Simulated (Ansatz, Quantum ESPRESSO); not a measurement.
## Be3Sn (Pm-3m): zone-centre phonons: relaxation

Quantum ESPRESSO 7.5; DFT PBE, scalar-relativistic, plane waves, PseudoDojo norm-conserving pseudopotentials.

The structure was built from a prototype and need not be the compound's stable phase.

Symmetry: Pm-3m, No. 221, cubic system. Conventional cell: a = 3.682 Å, b = 3.682 Å, c = 3.682 Å, α = 90.00°, β = 90.00°, γ = 90.00°. Nearest to Sn lie 12 Be at 2.60 Å. Nearest to Be lie 4 Sn at 2.60 Å and 8 Be at 2.60 Å. Farther neighbours are not listed.

Relaxation path:

```
step  energy less that of the first step (eV)  largest force (eV/Å)  pressure (GPa)  volume (Å³)
   1                                   0.0000                0.0000            4.41        49.92
   2                                  -0.0227                0.0000            2.07        51.05
   3                                  -0.0297                0.0000            0.12        52.09
   4                                  -0.0297                0.0000            0.00        52.16
   5                                  -0.0297                0.0000            0.00        52.16
   6                                  -0.0299                0.0000            0.00        52.16
```

```
conventional cell, symmetrised  before  after  change
                         a (Å)   3.682  3.736  +1.5 %
                         b (Å)   3.682  3.736  +1.5 %
                         c (Å)   3.682  3.736  +1.5 %
              volume (Å³/atom)   12.48  13.04  +4.5 %
```

Final coordinates:

```cif
data_structure
_symmetry_space_group_name_H-M 'P 1'
_symmetry_Int_Tables_number 1
_cell_length_a 3.7363
_cell_length_b 3.7363
_cell_length_c 3.7363
_cell_angle_alpha 90.000
_cell_angle_beta 90.000
_cell_angle_gamma 90.000
_cell_volume 52.16
loop_
_atom_site_label
_atom_site_type_symbol
_atom_site_fract_x
_atom_site_fract_y
_atom_site_fract_z
_atom_site_occupancy
Sn1 Sn 0.00000 0.00000 0.00000 1
Be2 Be 0.00000 0.50000 0.50000 1
Be3 Be 0.50000 0.00000 0.50000 1
Be4 Be 0.50000 0.50000 0.00000 1
```

The last row of the table of steps is pw.x's closing run on a basis chosen anew for the final cell, so its energy can jump.

This step gave:

| Item | Value |
| --- | --- |
| volume per atom | 13.04 Å³ |
| pressure | 0.002 GPa |

The volume changes by +4.5 % from the cell with which this run began.

**Question.** Which input gives these results?

The system, level and task follow from the heading and the kind of results. Meshes, cutoffs and thresholds can't be read from the results; these are the ones that the run used.

File relax.in:

```
 &control
    calculation='vc-relax',
    prefix='x',
    outdir='./tmp',
    pseudo_dir='./pseudo',
    tprnfor=.true.,
    tstress=.true.,
    forc_conv_thr=2.0d-05,
    etot_conv_thr=1.0d-07,
    nstep=40,
 /
 &system
    ibrav=0,
    nat=4,
    ntyp=2,
    ecutwfc=106,
    occupations='smearing',
    smearing='mv',
    degauss=0.02,
 /
 &electrons
    conv_thr=1.0d-11,
    mixing_beta=0.7,
    electron_maxstep=100,
 /
 &ions
 /
 &cell
    press_conv_thr=0.2,
 /
ATOMIC_SPECIES
 Sn    118.7100  Sn.upf
 Be      9.0122  Be.upf
CELL_PARAMETERS angstrom
     3.682065630    0.000000000    0.000000000
     0.000000000    3.682065630    0.000000000
     0.000000000    0.000000000    3.682065630
ATOMIC_POSITIONS crystal
 Sn     0.000000000   0.000000000   0.000000000
 Be     0.000000000   0.500000000   0.500000000
 Be     0.500000000   0.000000000   0.500000000
 Be     0.500000000   0.500000000   0.000000000
K_POINTS automatic
 8 8 8 0 0 0
```

Launch:

```console
$ OMP_NUM_THREADS=1 mpirun -n 4 pw.x -nk 4 -in relax.in > relax.out
```

[Host names and launcher messages were left out of these logs when they were recorded.]

[Logs are printed without paths, hosts, clocks, repeated set-up lines and the standing remarks that a program may print on its own settings, such as how far it seeks lower states.]

[Hosts, paths, dates, database ids (printed as entryN), source tags and the programs' standing remarks are cut or masked in the printed files.]
